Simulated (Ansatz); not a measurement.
# AgC (built on the sites of a database entry of TlC): from the cell to its phonons, part 2 of 2

Wanted: vibrations and spectra of AgC (built on the sites of a database entry of TlC); the cell is already relaxed. After the zone centre comes a 4×4×4 q mesh on a 16×16×16 k mesh.

Ansatz 0.2.0; DFT LDA, scalar-relativistic, plane waves, PAW.

So far. Step 2 (Modes at Γ): Before it was imposed, the acoustic sum rule was missed by 1.2e-5 eV/Å². Small misses are needed for a sound result but don't prove that mesh and cutoff are converged. The lowest optical mode is real, 242 cm⁻¹.

The structure was built from a prototype and need not be the compound's stable phase.

### Step 3. Response at finite wavevector (continued)

The phonon density of states has structure finer than the step of the table below, so its rows give means over 20 cm⁻¹, whole bins alone (the curve runs from -152 to 328 cm⁻¹). Peaks (cm⁻¹: height): 52.5: 0.0226, 127.5: 0.0310, 262.5: 0.0620, 297.5: 0.0274.

Tetrahedra on a 24×24×24 mesh, mean over bins of 5 cm-1. Interpolated from a 4×4×4 q mesh. Table of phonon density of states by wavenumber; means over each step:

| wavenumber (cm⁻¹) | phonon density of states (1/cm⁻¹/cell) |
| --- | --- |
| -140 | 0.00280 |
| -120 | 0.00575 |
| -100 | 0.00688 |
| -80 | 0.00557 |
| -60 | 0.00545 |
| -40 | 0.00646 |
| -20 | 0.00523 |
| 0 | 0.00538 |
| 20 | 0.00730 |
| 40 | 0.0152 |
| 60 | 0.0173 |
| 80 | 0.0118 |
| 100 | 0.0142 |
| 120 | 0.0223 |
| 140 | 0.0172 |
| 160 | 0.00112 |
| 180 | 0 |
| 200 | 0.00250 |
| 220 | 0.0157 |
| 240 | 0.0288 |
| 260 | 0.0512 |
| 280 | 0.0239 |
| 300 | 0.0245 |

The partial phonon density of states has structure finer than the step of the table below, so its rows give means over 20 cm⁻¹, whole bins alone (the curve runs from -161 to 345 cm⁻¹). Peaks (cm⁻¹: height): Ag -43.0: 0.00647, 52.4: 0.0189, 128.8: 0.0274, 259.1: 0.0164; C 259.1: 0.042, 297.3: 0.0254.

Phonopy on the run's constants, 21x21x21 mesh, Gaussian sigma 3.6 cm-1. Interpolated from a 4×4×4 q mesh. The partial phonon density of states by wavenumber; means over each step; values in 1/cm⁻¹/cell:

| wavenumber (cm⁻¹) | Ag | C |
| --- | --- | --- |
| -140 | 0.00151 | 0.00155 |
| -120 | 0.00317 | 0.00275 |
| -100 | 0.00396 | 0.00284 |
| -80 | 0.00341 | 0.00202 |
| -60 | 0.00388 | 0.00195 |
| -40 | 0.00571 | 0.00238 |
| -20 | 0.00371 | 0.00131 |
| 0 | 0.00190 | 5.9e-4 |
| 20 | 0.00547 | 0.00156 |
| 40 | 0.0119 | 0.00313 |
| 60 | 0.0148 | 0.00348 |
| 80 | 0.00995 | 0.00195 |
| 100 | 0.0123 | 0.00155 |
| 120 | 0.0209 | 0.00115 |
| 140 | 0.0170 | 5.2e-4 |
| 160 | 0.00150 | 3.1e-5 |
| 180 | 5.6e-6 | 1.5e-5 |
| 200 | 7.1e-4 | 0.00218 |
| 220 | 0.00359 | 0.0121 |
| 240 | 0.00614 | 0.0222 |
| 260 | 0.0137 | 0.0368 |
| 280 | 0.00325 | 0.0213 |
| 300 | 0.00132 | 0.0228 |
| 320 | 1.3e-4 | 0.00379 |

Second derivatives of the energy by pair, one row for each kind of neighbour of each atom listed. Each entry sums the pair over the periodic images of the supercell that the q mesh stands for, and in a polar crystal it holds the long-range dipole part too. Force constants by pair, by row:

| atom | neighbour | distance (Å) | third of the trace (eV/Å²) | along the pair's line (eV/Å²) |
| --- | --- | --- | --- | --- |
| Ag1 | itself | 0 | 6.972 | – |
| Ag1 | C | 2.26 | -0.4181 | -2.145 |
| Ag1 | Ag | 3.197 | -0.2132 | -0.7549 |
| Ag1 | C | 3.915 | -0.028 | -0.1752 |
| Ag1 | Ag | 4.521 | -0.2142 | -0.4448 |
| Ag1 | C | 5.054 | 0.0029 | 0.0133 |
| Ag1 | Ag | 5.537 | -0.0133 | -0.0597 |
| Ag1 | Ag | 6.393 | -0.0331 | 0.019 |
| Ag1 | C | 6.781 | -0.0012 | 0.0191 |
| C2 | itself | 0 | 2.502 | – |
| C2 | Ag | 2.26 | -0.4181 | -2.145 |
| C2 | C | 3.197 | 0.0057 | -0.1203 |
| C2 | Ag | 3.915 | -0.028 | -0.1752 |
| C2 | C | 4.521 | -0.0866 | -0.3165 |
| C2 | Ag | 5.054 | 0.0029 | 0.0133 |
| C2 | C | 5.537 | 0.0044 | 0.0085 |
| C2 | C | 6.393 | -0.0269 | -0.1679 |
| C2 | Ag | 6.781 | -0.0012 | 0.0191 |

Symmetry leaves 8 wavevectors to solve. The lowest mode among them, the acoustic zeros apart, lies at q = (0, 0.25, -0.5) and is imaginary, 141.4i cm⁻¹, so the energy falls along it.

### Step 4. Isotope substitution, element Ag, natural mass 107.868 amu

An isotope changes the mass and not the force constants, so no new electronic calculation is needed; the shifts show which modes move this element.

The same force constants with the mass of Ag changed from 107.868 to 108.905 u (phonopy, no LO-TO term). Both lists are sorted by frequency; levels can cross, so a row need not hold one and the same mode. Modes under 3 cm⁻¹ are left out. Isotope shifts, by row:

| q | rank | natural mass (cm⁻¹) | changed mass (cm⁻¹) |
| --- | --- | --- | --- |
| 0 0 0 | 4 | 242.2 | 242 |
| 0 0 0 | 5 | 242.2 | 242 |
| 0 0 0 | 6 | 242.2 | 242 |
| 0 0 0.25 | 1 | 44.06 | 43.91 |
| 0 0 0.25 | 2 | 44.06 | 43.91 |
| 0 0 0.25 | 3 | 126.1 | 125.5 |
| 0 0 0.25 | 4 | 195.8 | 195.5 |
| 0 0 0.25 | 5 | 195.8 | 195.5 |
| 0 0 0.25 | 6 | 283.3 | 283.2 |
| 0 0 -0.5 | 1 | 134.1 | 133.4 |
| 0 0 -0.5 | 2 | 134.1 | 133.4 |
| 0 0 -0.5 | 3 | 158.4 | 157.7 |
| 0 0 -0.5 | 4 | 269 | 269 |
| 0 0 -0.5 | 5 | 269 | 269 |
| 0 0 -0.5 | 6 | 325.8 | 325.8 |
| 0 0.25 0.25 | 1 | 50.96 | 50.75 |
| 0 0.25 0.25 | 2 | 50.96 | 50.75 |
| 0 0.25 0.25 | 3 | 144 | 143.3 |
| 0 0.25 0.25 | 4 | 259.1 | 259 |
| 0 0.25 0.25 | 5 | 259.1 | 259 |
| 0 0.25 0.25 | 6 | 304.5 | 304.5 |

A mode of this element alone would shift by -0.48 %. The highest zone-centre frequency without the field goes from 242.2 to 242.0 cm⁻¹ (-0.0 %). The product of the frequency ratios over all optical modes at Γ is 0.999; the product rule, (m/m′)^(3k/2) (M′/M)^(3/2) with k = 1 such atoms and M the mass of the cell, gives 0.999.

### Step 5. Isotope substitution, element C, natural mass 12.011 amu

The same for C, from 12.01 to 13.00 u.

A mode of this element alone would shift by -3.89 %. The highest zone-centre frequency without the field goes from 242.2 to 233.7 cm⁻¹ (-3.5 %). The product of the frequency ratios over all optical modes at Γ is 0.899; the product rule, (m/m′)^(3k/2) (M′/M)^(3/2) with k = 1 such atoms and M the mass of the cell, gives 0.899.

### Step 6. Outcome

| Item | Value |
| --- | --- |
| space group (within 0.01 Å) | Fm-3m |
| volume per atom | 11.5 Å³ |
| electronic character | no gap on this mesh |
| highest optical mode at the zone centre (no LO-TO term) | 242 cm⁻¹ |
| lowest optical zone-centre mode | 242 cm⁻¹ |
| lowest mode on the q mesh (acoustic modes at Γ apart) | -141 cm⁻¹ |
| highest frequency on the path or at a solved wavevector | 326 cm⁻¹ |
| imaginary modes on the 4×4×4 q mesh | yes |

**Reading.** Modes are clearly imaginary (beyond 10i cm⁻¹) at 2 of the 8 irreducible wavevectors, most at q = (0, 0.25, -0.5) (141.4i cm⁻¹), so this structure is not a minimum of the energy. The optical modes at Γ form one degenerate level at 242 cm⁻¹. The highest mode in this list at Γ, 242.2 cm⁻¹, is mostly motion of C (90 % of the kinetic energy). With no gap, or one that is small against the smearing, the frequencies hang on the k mesh and the smearing, most of all near Kohn anomalies. The phonon runs are without spin polarisation, although the cell has an odd electron count. A phonon run warned that its eigensolver left some bands unconverged in a pass. The starting cell was built on a prototype and not taken from a measurement, so the phase need not exist. These are harmonic frequencies at zero temperature: anharmonic shifts, linewidths and thermal expansion are left out.

[Hosts, paths, dates, database ids (printed as entryN), source tags and the programs' standing remarks are cut or masked in the printed files.]
